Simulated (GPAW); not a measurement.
# NbInO4 (P2/c): one start, several treatments of the self-energy

How much does the gap of NbInO4 (P2/c) depend on the approximation to the self-energy?

Calculated with GPAW 26.7.0; LDA and many-body steps on it, plane waves.

**Experimental background.**

- Gap 4.7 eV: direct gap from Elliott-Toyozawa fit; diffuse reflectance; 300 K; powder (“Accurate Determination of the Band-Gap Energy of the Rare-Earth Niobate Series”, 2024, arxiv:2401.13477).

Report form: the programs' logs are mostly left out.

### 1. The structure

The structure is monoclinic, space group P2/c (No. 13). Conventional cell: a = 4.835 Å, b = 5.771 Å, c = 5.144 Å, α = 90.00°, β = 91.13°, γ = 90.00°. Nb has 6 O at 1.88 to 2.15 Å nearest. Nearest to In lie 6 O at 2.10 to 2.23 Å. O has 1 Nb at 1.88 Å and 2 In at 2.15 to 2.23 Å nearest. Nearest to O lie 2 Nb at 1.98 to 2.15 Å and 1 In at 2.10 Å. Farther neighbours and most contacts between anions are not listed.

Structure file:

```xyz
12
Lattice="4.8355 0.0000 0.0000 0.0000 5.7709 0.0000 -0.1014 0.0000 5.1430" Properties=species:S:1:pos:R:3 pbc="T T T"
Nb   -0.0254    1.0266    1.2857
Nb   -0.0761    4.7443    3.8572
In    2.3924    3.9386    1.2857
In    2.3417    1.8323    3.8572
O     1.1658    3.5664    4.6338
O     3.5175    3.5664    3.0807
O     3.5682    2.2045    0.5092
O     1.2166    2.2045    2.0623
O     1.0049    5.1823    2.2526
O     3.7799    5.1823    0.3189
O     3.7292    0.5886    2.8904
O     0.9541    0.5886    4.8241
```

The cell and positions come from the Crystallography Open Database and are kept as given unless a step says otherwise.

### 2. Empty states on the mesh, 4×2×4 mesh, 335 bands

This step: GPAW 26.7.0; DFT, LDA, plane waves, PAW.

The sums over transitions need many empty states on a uniform mesh; this step solves for them.

Contents of run.py:

```python
import json
import numpy as np
from gpaw.mpi import world
from gpaw import GPAW

calc = GPAW('gs.gpw').fixed_density(kpts={'size': (4, 2, 4), 'gamma': True},
    nbands=390,
    convergence={'bands': 335},
    txt='nscf.txt')
calc.write('full.gpw', mode='all')
res = {}
kpts = calc.get_ibz_k_points()
res['kpts'] = kpts
res['eigenvalues'] = [calc.get_eigenvalues(kpt=k) for k in range(len(kpts))]
res['n_electrons'] = calc.get_number_of_electrons()

if world.rank == 0:
    with open('result.json', 'w') as f:
        json.dump(res, f, default=lambda x: x.tolist())
```

Run with:

```sh
mpirun -n 4 gpaw python run.py
```

Elapsed: 3.3 min, on 4 MPI ranks of AMD EPYC 9R45, shared host; peak memory 2.1 GiB; 13 min of CPU time.

Numbers from this step:

- gap: 3.239 eV
- k of the valence top: 0.25, 0, -0.25
- k of the conduction bottom: 0.25, 0, 0.5
- least direct gap: 3.351 eV
- k points computed: 20
- lowest point of the top converged band, above the valence top: 82.6984 eV

On this mesh the gap is 3.239 eV.

### 3. G0W0, Godby-Needs plasmon pole

G0W0 replaces the xc potential by the self-energy, built once from these orbitals. Only a window of levels is corrected, while the sums run over the empty bands that the input names.

This step: G0W0 on LDA, plane waves, PAW.

Contents of run.py:

```python
import json
import numpy as np
from gpaw.mpi import world
from gpaw.response.g0w0 import G0W0

gw = G0W0('full.gpw',
    filename='gw',
    kpts=[0, 3, 6, 9],
    bands=(48, 52),
    ecut=60,
    nbands=151,
    integrate_gamma='WS',
    ppa=True)
gw.calculate()
res = {mode: {k: v for k, v in r.items() if k != 'sigma_eskwn'}
       for mode, r in gw.all_results.items()}

if world.rank == 0:
    with open('result.json', 'w') as f:
        json.dump(res, f, default=lambda x: x.tolist())
```

Run with:

```sh
mpirun -n 4 gpaw python run.py
```

Wall time 2.7 min (4 MPI ranks); peak memory 3.1 GiB; 11 min of CPU time.

This step gave:

* G0W0 gap on the mesh: 5.206 eV
* least direct G0W0 gap on the computed points: 5.394 eV
* Z at the valence top: 0.7755
* Z at the conduction bottom: 0.8216
* starting gap on the mesh: 3.239 eV
* k of the valence top: 0.25, 0, -0.25
* k of the conduction bottom: 0.25, 0, 0.5

The gap on the mesh goes from 3.24 eV to 5.21 eV, a correction of +1.97 eV.

### 4. One-shot HSE06

This step: one-shot HSE06 levels on LDA orbitals, plane waves, PAW.

Contents of run.py:

```python
import json
import numpy as np
from gpaw.mpi import world
from gpaw.hybrids.eigenvalues import non_self_consistent_eigenvalues

dft, vxc, vxc_hyb = non_self_consistent_eigenvalues('full.gpw', 'HSE06', 48, 52, kpt_indices=[0, 3, 6, 9])
res = {'dft': dft[0], 'hybrid': (dft - vxc + vxc_hyb)[0]}
if world.rank == 0:
    with open('hybrid.txt', 'w') as f:
        for k, e0, e1 in zip([0, 3, 6, 9], res['dft'], res['hybrid']):
            print(k, ' '.join(f'{x:9.4f}' for x in e0), '|', ' '.join(f'{x:9.4f}' for x in e1), file=f)

if world.rank == 0:
    with open('result.json', 'w') as f:
        json.dump(res, f, default=lambda x: x.tolist())
```

Run with:

```sh
mpirun -n 4 gpaw python run.py
```

Wall time 10 s (4 MPI ranks); peak memory 2.1 GiB; 40 s of CPU time.

Numbers from this step:

| Item | Value |
| --- | --- |
| starting gap on the mesh | 3.239 eV |
| hybrid gap on the mesh | 5.377 eV |
| least direct hybrid gap on the computed points | 5.557 eV |

### 5. G0W0, extrapolated in the cutoff

This step: G0W0 on LDA, plane waves, PAW.

Contents of run.py:

```python
import json
import numpy as np
from gpaw.mpi import world
from gpaw.response.g0w0 import G0W0

gw = G0W0('full.gpw',
    filename='gw',
    kpts=[0, 3, 6, 9],
    bands=(48, 52),
    ecut=100.0,
    integrate_gamma='WS',
    ppa=True,
    ecut_extrapolation=True)
gw.calculate()
res = {mode: {k: v for k, v in r.items() if k != 'sigma_eskwn'}
       for mode, r in gw.all_results.items()}

if world.rank == 0:
    with open('result.json', 'w') as f:
        json.dump(res, f, default=lambda x: x.tolist())
```

Run with:

```sh
mpirun -n 4 gpaw python run.py
```

The job ended after 11 min (4 MPI ranks; peak memory 3.1 GiB; 45 min of CPU time).

This step gave:

* quasiparticle gap on the mesh: 5.105 eV
* least direct quasiparticle gap on the computed points: 5.302 eV
* Z at the valence top: 0.7656
* Z at the conduction bottom: 0.8130
* starting gap on the mesh: 3.239 eV
* k of the valence top: 0.25, 0, -0.25
* k of the conduction bottom: 0.25, 0, 0.5
* gaps at the cutoffs of the extrapolation: 5.120, 5.119, 5.117 eV

Against G0W0 in GPAW (4×2×4 mesh, 151 bands, screening to 60 eV, Godby-Needs plasmon pole), the gap moves by −0.101 eV.

### 6. One-shot PBE0

This step: one-shot PBE0 levels on LDA orbitals, plane waves, PAW.

Contents of run.py:

```python
import json
import numpy as np
from gpaw.mpi import world
from gpaw.hybrids.eigenvalues import non_self_consistent_eigenvalues

dft, vxc, vxc_hyb = non_self_consistent_eigenvalues('full.gpw', 'PBE0', 48, 52, kpt_indices=[0, 3, 6, 9])
res = {'dft': dft[0], 'hybrid': (dft - vxc + vxc_hyb)[0]}
if world.rank == 0:
    with open('hybrid.txt', 'w') as f:
        for k, e0, e1 in zip([0, 3, 6, 9], res['dft'], res['hybrid']):
            print(k, ' '.join(f'{x:9.4f}' for x in e0), '|', ' '.join(f'{x:9.4f}' for x in e1), file=f)

if world.rank == 0:
    with open('result.json', 'w') as f:
        json.dump(res, f, default=lambda x: x.tolist())
```

Run with:

```sh
mpirun -n 4 gpaw python run.py
```

The job ended after 8.2 s (4 MPI ranks; peak memory 2.2 GiB; 32 s of CPU time).

This step gave:

```yaml
starting_gap_on_the_mesh: 3.239 eV
hybrid_gap_on_the_mesh: 6.094 eV
least_direct_hybrid_gap_on_the_computed_points: 6.276 eV
```

### 7. G0W0, full frequency, Hilbert transform

This step: G0W0 on LDA, plane waves, PAW.

Contents of run.py:

```python
import json
import numpy as np
from gpaw.mpi import world
from gpaw.response.g0w0 import G0W0

gw = G0W0('full.gpw',
    filename='gw',
    kpts=[0, 3, 6, 9],
    bands=(48, 52),
    ecut=60,
    nbands=151,
    integrate_gamma='WS',
    frequencies={'type': 'nonlinear', 'domega0': 0.1, 'omega2': 15.0},
    eta=0.1,
    nblocksmax=True)
gw.calculate()
res = {mode: {k: v for k, v in r.items() if k != 'sigma_eskwn'}
       for mode, r in gw.all_results.items()}

if world.rank == 0:
    with open('result.json', 'w') as f:
        json.dump(res, f, default=lambda x: x.tolist())
```

Run with:

```sh
mpirun -n 4 gpaw python run.py
```

Elapsed: 3.2 min, on 4 MPI ranks; peak memory 3.1 GiB.

Numbers from this step:

- G0W0 gap on the mesh: 5.142 eV
- least direct G0W0 gap on the computed points: 5.320 eV
- starting gap on the mesh: 3.239 eV
- k of the valence top: 0.25, 0, -0.25
- k of the conduction bottom: 0.25, 0, 0.5

Against G0W0 in GPAW (4×2×4 mesh, 151 bands, screening to 60 eV, Godby-Needs plasmon pole), the gap moves by −0.064 eV.

### 8. The runs together

Times are wall times on 4 MPI ranks of AMD EPYC 9R45, shared host, good to a factor of about two.

```
                                    run   mesh  bands  screening cutoff (eV)  DFT gap (eV)  gap on the mesh (eV)  direct (eV)     time
         G0W0, Godby-Needs plasmon pole  4×2×4    151                     60         3.239                 5.206        5.394  2.7 min
                         one-shot HSE06  4×2×4      -                      -         3.239                 5.377        5.557     10 s
       G0W0, extrapolated in the cutoff  4×2×4      -                    100         3.239                 5.105        5.302   11 min
                          one-shot PBE0  4×2×4      -                      -         3.239                 6.094        6.276    8.2 s
G0W0, full frequency, Hilbert transform  4×2×4    151                     60         3.239                 5.142        5.320  3.2 min
```

### 9. Outcome

```
G0W0, Godby-Needs plasmon pole          : 5.206 eV
one-shot HSE06                          : 5.377 eV
G0W0, extrapolated in the cutoff        : 5.105 eV
one-shot PBE0                           : 6.094 eV
G0W0, full frequency, Hilbert transform : 5.142 eV
known limits                            : not at the basis limit; no spin-orbit coupling; coarse k mesh
```

In words: One-shot HSE06: +0.171 eV against G0W0, Godby-Needs plasmon pole. G0W0, extrapolated in the cutoff: −0.101 eV against G0W0, Godby-Needs plasmon pole, at other bands or cutoff, so not like for like. One-shot PBE0: +0.888 eV against G0W0, Godby-Needs plasmon pole. G0W0, full frequency, Hilbert transform: −0.064 eV against G0W0, Godby-Needs plasmon pole. One-shot hybrid levels are evaluated on the LDA orbitals. Against experiment, by G0W0, Godby-Needs plasmon pole: the direct gap of 5.39 eV lies +0.69 eV from the measured 4.7 eV (electronic, 300 K, 2024). These are gaps on the mesh, at modest bands and cutoff. The calculation has static nuclei and no excitons; a measured gap holds zero-point and thermal motion, which mostly lowers it. Bands and cutoff are finite, so the gap is not at the basis limit. The miss can reach some tenths of an eV and take either sign; the mesh is an error of its own. These stock PAW sets were not made for GW. The 4×2×4 mesh is coarse for this cell, which bears on the long-range parts of exchange and screening. The many-body steps are scalar-relativistic: spin-orbit coupling is not in them.

[Paths, hosts, dates, memory and timing lines, banners, echoed tables and standing remarks are left out of the program output.]

[Logs are printed without paths, hosts, clocks, repeated set-up lines and the standing remarks that a program may print on its own settings, such as how far it seeks lower states.]

[Runs of the session that timed out or met a known fault of the program may be left out.]

[Hosts, paths, dates, database ids (printed as entryN), source tags and the programs' standing remarks are cut or masked in the printed files.]
